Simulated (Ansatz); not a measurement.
# Static equation of state of glassy 62SiO2-38Na2O (mol %) (96 atoms)

Density of this cell: 2.46 g/cm³. The cell holds 96 atoms: 20 Si, 24 Na and 52 O. Its edges and angles: a = 10.828 Å, b = 10.965 Å, c = 11.061 Å, α = 92.4°, β = 88.8°, γ = 91.0°. The starting structure: 96 atoms (20 Si, 24 Na, 52 O) placed at random at 2.48 g/cm³, melted at 4000 K for 10 ps at fixed volume with the Morse and Coulomb pair potential with partial charges (Pedone, Malavasi, Menziani, Cormack and Segre, J. Phys. Chem. B 110, 11780 (2006)). Quenched from 4000 K to 300 K at 50 K/ps and fixed volume, held 10 ps at zero pressure.

Calculated with Ansatz 0.2.0: Kohn-Sham DFT, PBE, PAW (set soft_2), plane waves; cutoff 420 eV, Γ point, fixed occupations. Cell and atoms were relaxed first, to V0 = 13.663 Å³ an atom at a residual P0 = 0.005 GPa. The cell was then scaled evenly, and the atoms were relaxed at each volume.

```
volume (Å³/atom)  pressure (GPa)
          12.296               ?
          12.843           2.734
          13.253           1.291
          14.073          -1.063
          14.482          -1.651
```

Task: Fit the third-order Birch–Murnaghan equation to the rows given and extrapolate to the withheld row.

**Working.**

Take the Eulerian strain f = ½[(V0/V)^(2/3) − 1] and the normalised pressure F = (P − P0) / [3f(1 + 2f)^(5/2)]. The third-order Birch–Murnaghan equation is then the line F = B0 + (3/2)B0(B′ − 4) f, so u = f and v = F.

```
      u = f  v = F (GPa)
  0.0210566      38.9633
  0.0102568      39.7318
-0.00975621      38.3454
 -0.0190505      31.9448
```

With n = 4: mean u = 6.2668e-4, mean v = 37.2463, Σ(u − ū)² = 0.0010051, Σ(u − ū)(v − v̄) = 0.15192. Slope b = 0.15192 / 0.0010051 = 151.15; intercept a = v̄ − b ū = 37.152.

So B0 = a = 37.2 GPa and B′ = 4 + 2b/(3a) = 6.71. At the withheld volume f = 0.03638, F = a + b f = 42.65 GPa, and P = P0 + 3f(1 + 2f)^(5/2) F.

Prediction at 12.296: 5.554 GPa. The run gave 4.819 GPa, so the fit is high by 0.74 GPa (15 % of the value).

The series isn't one smooth equation of state: even a line fitted to all rows, the withheld one included, misses F by up to 10.4 %, the count of bonds changes along the series and an atom moves over 0.5 Å in some relaxation. B0 and B′ are then only the numbers of this fit, not moduli of the material. Among the rows given, the largest miss of the fit is at 14.482, by 0.12 GPa (1.9 % of the range of the table).

Limits: Static cells at zero temperature; the cell shape is held. The program notes that the SCF threshold of these relaxations is loose for the stress. The quench rate of 50 K/ps is many orders above laboratory rates, so the cell is likely richer in defects and strain than a real sample. The network of bonds at the start is that of the classical potential that made the cell, and needn't be the one that DFT or experiment would give. Only the Γ point is sampled, in a cell whose shortest periodic width is 11 Å.

[Logs are printed without paths, hosts, clocks, repeated set-up lines and the standing remarks that a program may print on its own settings, such as how far it seeks lower states.]

[Hosts, paths, dates, database ids (printed as entryN), source tags and the programs' standing remarks are cut or masked in the printed files.]
